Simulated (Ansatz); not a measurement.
# Pt3PbC (Pm-3m): a soft mode frozen in, part 3 of 3

Wanted: the energy along a soft mode of Pt3PbC (Pm-3m) and the structure at the end.

Ansatz 0.2.0; DFT PBEsol, scalar-relativistic, plane waves, PAW; PAW set soft_1.

So far. Step 5 (Energy along the mode, all amplitudes (two of the runs …): The lowest of the steps tried is at 0.22 Å, 5.92 meV/atom below the parent; the bottom of the well need not coincide with a step. Step 7 (The new phase in its own primitive cell): The largest force component left is 0.18 meV/Å and the pressure is 0.000 GPa, within the tolerances set. The cell now holds 15.59 Å³/atom. The relaxed cell has a = 6.265, c = 6.882 Å (conventional setting).

### 8. Modes of the new phase, k-mesh 9×9×9

A relaxed structure may still be a saddle point, so its zone-centre modes are computed. No field response is asked, since the mesh shows no gap.

File input.yaml:

```yaml
crystal:
  lattice:
    - [3.1324906765, 1.8085443353, 2.2938944224]
    - [-3.1324906765, 1.8085443353, 2.2938944224]
    - [0.0, -3.6170886706, 2.2938944224]
  atoms:
    - { symbol: Pt, position: [0.4858123099, 0.4858123099, 0.0245908897] }
    - { symbol: Pt, position: [0.4858123099, 0.0245908897, 0.4858123099] }
    - { symbol: Pt, position: [0.0245908897, 0.4858123099, 0.4858123099] }
    - { symbol: Pb, position: [0.9838841806, 0.9838841806, 0.9838841806] }
    - { symbol: C, position: [0.5477664296, 0.5477664296, 0.5477664296] }
kpoints:
  mp_grid: { grid: [9, 9, 9] }
hamiltonian:
  xc: pbesol
  pseudopotentials: { kind: paw, azcp: { folder: soft_1 }, xc_functional: pbe }
scf:
  occupations: { method: methfessel_paxton, width: 0.2 }
output:
  eigenvalues: true
phonons:
  method: dfpt
```

Run with:

```
$ ansatz run input.yaml --threads 4 --pin off --max-ram 10240MiB --backend cpu --events-out ev --progress --plain --runs-dir out
```

Numbers of over 12 decimals in the logs are rounded to 6 here.

The program printed:

```text
zone centre: on kpoints.mp_grid the ground state, and the responses unless they are solved on pairs of k-points, stand on 205 of the mesh's 729 k-points, reduced under 2 symmetry operations, with k and −k counted as one. Each operation leaves every solved displacement unchanged or reverses it
[...]
Crystal: 5 atoms, lattice volume = 77.973 Å³
Basis set: ecut = 420 eV, 1519 PW (Γ), exchange–correlation on 60×60×60 points (8 copies of the dense FFT grid, shifted against one another)
Bands: 44, of which v1, the nominal top of the filled ones, is band 36 counted from 1 (35 counted from 0)
Symmetry: 6 space group operations
k-points: 205 of 729 (irreducible under 2 space group operations, time reversal used)
[...]
SCF iter   1: F=—  HF=-49159.801802 eV  |F-HF|=—  |Δ(HF+E_count)|=         —  Δρ=8.76e-2  dr2=7.04e0  ethr=3.10e-3  ⟨swp⟩=6.4  Hψ=33029  notcnv=0
[...]
SCF iter  11: F=-49158.185879 eV  HF=-49158.185879 eV  |F-HF|=2.18e-11  |Δ(HF+E_count)|=  2.91e-11  S|Δr|=    0.00e0  Δρ=4.21e-8  dr2=1.64e-12  ethr=1.00e-12  ⟨swp⟩=12.3  Hψ=45595  notcnv=0
SCF 1 converged in 11 iterations: F = -49158.185879 eV  dr2 = 1.64e-12
[...]
DFPT response loops at Γ: preconditioner auto → Kerker (q_TF=auto, 2.692 Å⁻¹) (partly filled bands, converged f_vac=0.000); β = 1.00, the filter's whole step (`scf.mixing.beta` (0.50) is not read by the response loops under this deck's `scf.mixing.preconditioner`; to damp them name `kerker` or `kerker_dos`, under which they read `scf.mixing.beta`, and type it under 1.00, their step now; both keys bind the ground state too); Broyden in place of MSR1
SCF converged after 11 iterations
[...]
Free energy (F): -49158.185879 eV
[...]
Internal energy: -49158.177868 eV  (E = F + TS)
E sigma→0 (E₀):  -49158.183876 eV
Entropy (-TS):   -0.008010 eV (-1.602 meV/atom)
Fermi energy:    18.863421 eV
[...]
--- Band table (eV; the first three rows and the last of 205) ---
  k-point 0: bands = [... 32 lower, 17.7526, 17.7526, 17.7859, 18.3767, 18.8557, 20.1636, 20.1636, 21.1192, ... 4 higher]
  k-point 1: bands = [... 32 lower, 17.6494, 17.7424, 17.8764, 18.4709, 18.8080, 20.3323, 20.4607, 21.3356, ... 4 higher]
  k-point 2: bands = [... 32 lower, 17.6075, 17.8202, 17.8489, 18.8374, 18.8589, 20.8051, 20.8955, 21.5768, ... 4 higher]
  k-point 204: bands = [... 32 lower, 17.0475, 17.6855, 17.9254, 17.9447, 18.3674, 19.4647, 19.6373, 20.3346, ... 4 higher]
--- Phonons (Γ-DFPT): 7 representative perturbations + reference, on 205 of 729 k-points (Σ response iterations 24) ---
  k mesh reduced under 2 symmetry operations, with k and −k counted as one. Each operation leaves every solved displacement unchanged or reverses it
  ASR residual: 2.788e-5 → 0.000e0 eV/Å²; symmetrization residual: 3.437e-6 eV/Å²
  ASR residual per site (eV/Å²): 1.18e-5 9.71e-6 9.71e-6 2.79e-5 6.68e-6
[...]
non-analytic LO–TO correction: not included (Born effective charges unavailable; polar crystals: no LO–TO splitting at Γ)
```

The job ended after 2.3 min (4 threads of Arm Neoverse V2, shared host; peak memory 2.1 GiB; 8.6 min of CPU time).

Numbers from this step:

```
sum-rule residual before enforcement                    : 2.79e-5 eV/Å²
point group                                             : 3m
highest optical mode at the zone centre (no LO-TO term) : 340.4 cm⁻¹
lowest optical zone-centre mode                         : 43.01 cm⁻¹
```

Patterns of degenerate modes are one choice out of their space. The modes at Γ (shares of kinetic energy by element, %):

```tsv
mode	frequency (cm⁻¹)	symmetry	Pt %	Pb %	C %
1	0.0	acoustic	73	26	1
2	0.0	acoustic	73	26	1
3	0.0	acoustic	73	26	1
4	43.0	E	82	0	18
5	43.0	E	82	0	18
6	61.2	E	63	35	1
7	61.2	E	63	35	1
8	65.8	A2	100	0	0
9	88.9	A1	55	44	1
10	93.1	E	61	38	1
11	93.1	E	61	38	1
12	138.8	A1	70	30	1
13	253.3	E	22	1	78
14	253.3	E	22	1	78
15	340.4	A1	3	0	97
```

Displacements in mode 4 (43.0 cm⁻¹), the largest set to 1:
```
Pt1 -0.01  0.25 -0.17
Pt2 -0.24 -0.17  0.08
Pt3  0.24 -0.16  0.09
Pb4  0.00  0.02  0.00
C5   0.02  1.00  0.00
```

Displacements in mode 10 (93.1 cm⁻¹), the largest set to 1:
```
Pt1  0.00 -0.73 -0.78
Pt2  0.23 -0.14  0.29
Pt3 -0.39 -0.23  0.49
Pb4  0.14  1.00  0.00
C5   0.10  0.71  0.00
```

Before it was imposed, the acoustic sum rule was missed by 2.8e-5 eV/Å². Small misses are needed for a sound result but don't prove that mesh and cutoff are converged. The lowest optical mode is real, 43.0 cm⁻¹.

### 9. Summary of results

* unstable mode of the parent: q = (0, 0, 0), 122i cm⁻¹
* depth at the lowest point sampled: 5.92 meV/atom
* largest atomic shift at that point: 0.22 Å
* space group reached (within 0.01 Å): R3m
* energy gained over the parent (first relaxation, on the mesh of the frozen mode): 23.9 meV/atom
* volume per atom, phase reached: 15.6 Å³
* lowest optical zone-centre mode, phase reached: 43.0 cm⁻¹
* highest optical mode at the zone centre (no LO-TO term), phase reached: 340 cm⁻¹

**Reading.** Along this mode the structure falls into R3m, 23.9 meV/atom below the parent. At the parent's cell the well is 5.915 meV/atom deep on the steps tried, with its lowest point at a shift of 0.22 Å. Relaxing atoms and cell changes the gain by +18.02 meV/atom against the lowest step (energies at zero smearing). Most of the total comes from this relaxation. The new phase has no imaginary mode at the zone centre of its cell; other wavevectors were not checked. Of the 4 patterns followed to their end from this parent, this one ends 138 meV/atom above the lowest, P4mm. Each path keeps the symmetry of its pattern, so a lower phase may lie along a pattern not tried. With no gap, or one that is small against the smearing, the frequencies hang on the k mesh and the smearing, most of all near Kohn anomalies. Spin-orbit coupling is left out, which can matter for the heavy elements here. The PAW files were made for PBE and serve the other functionals too. A phonon run warned that its eigensolver left some bands unconverged in a pass.

[Logs are printed without paths, hosts, clocks, repeated set-up lines and the standing remarks that a program may print on its own settings, such as how far it seeks lower states.]

[Hosts, paths, dates, database ids (printed as entryN), source tags and the programs' standing remarks are cut or masked in the printed files.]
